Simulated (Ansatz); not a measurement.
# Reading EPR parameters

A crystal has the composition LiMO2, where M is a 3d element. A calculation (PBE+U, spin-orbit coupling in second variation, Ansatz) gives:

| Quantity | Value |
| --- | --- |
| S | 1 |
| g | ⊥ 1.9227, ∥ 1.9749 |
| D, with anisotropic exchange | +3.33 cm⁻¹ (+99.9 GHz) |
| moment in its sphere | 1.50 μB |

Q: Name the magnetic ion and its oxidation state.

The crystal is LiVO2, space group R-3m. The spin sits on V, with 6 O at 1.98 Å round it. With the usual charges of the other elements M must be +3. High-spin ions of that charge with S = 1 are d2 and d8, V and Cu; the sign of the g shift picks V³⁺ d². Low-spin ions are left aside. The shift is negative: in a shell less than half full the orbital moment opposes the spin.

[Hosts, paths, dates, database ids (printed as entryN), source tags and the programs' standing remarks are cut or masked in the printed files.]
